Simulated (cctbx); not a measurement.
# Symmetry from intensities

Cell: a = 9.2830 Å, b = 9.2830 Å, c = 9.2830 Å, α = 90.00°, β = 90.00°, γ = 90.00°. Expected content of the cell: In4 V4 K8 F24.

The data are simulated with cctbx, not measured: Ag Kα, λ = 0.56087 Å, to d = 0.65 Å, 50 % of the full sphere, strongest reflection 20000 counts, noise from counting, a 4 % proportional error and a noise floor of 4 counts (s.d.); no absorption.

Tests on the unmerged data give:

```text
6039 reflections to d = 0.652 A
centring   violations  <I/sigma> of those
    A          0 of  3022      0.0
    B          0 of  2989     -0.0
    C          0 of  2999      0.0
    I        619 of  3060      2.0
    R        872 of  4023      2.9
    F          0 of  4505     -0.0
Laue class    unique    Rint  (classes that these axes allow; Friedel mates merged)
F m m m           436   0.035
F m -3            154   0.039
F m -3 m          107   0.040
space group    extra absences  I>4sigma  <I/sigma>
F 4 3 2                 0          0         -  acentric
F -4 3 m                0          0         -  acentric
F m -3 m                0          0         -  centric
Wilson B = 2.06 A^2   <|E^2-1|> = 0.735 (0.968 centric, 0.736 acentric)   E^2>4: 0.0 %
shell (A)         n   <I/sigma>
 5.36 - 1.30     21     46.5
 1.30 - 1.03     13     52.2
 1.03 - 0.90     13     49.4
 0.90 - 0.82     11     38.7
 0.82 - 0.76     15     35.2
 0.76 - 0.72      9     39.9
 0.72 - 0.68     13     29.7
 0.68 - 0.65     12     25.4
```

Q: Read the symmetry from these tables.

The reflections that A, B, C and F centring forbids are absent (⟨I/σ⟩ near 0), so the lattice is F. F holds A, B and C together.

Rint stays low (0.035 to 0.040) up to F m -3 m, the highest class in these axes.

3 settings pass the absence test. No glide or screw absences show, which leaves F 4 3 2, F -4 3 m and F m -3 m.

⟨|E²−1|⟩ = 0.735 leans to a non-centrosymmetric structure. Here that hint misleads: the statistic assumes many like atoms on general positions, and few, heavy or special-position atoms break it. The Wilson B of 2.06 Å² means U ≈ 0.0261 Å².

The true group is Fm-3m (no. 225), Laue class m-3m, centrosymmetric. The tables only narrow the choice to the tied entries; cell content, site symmetry and trial solutions must settle it.

This is a model crystal, built by substitution and not relaxed, with assumed displacement parameters.

[Logs are printed without paths, hosts, clocks, repeated set-up lines and the standing remarks that a program may print on its own settings, such as how far it seeks lower states.]
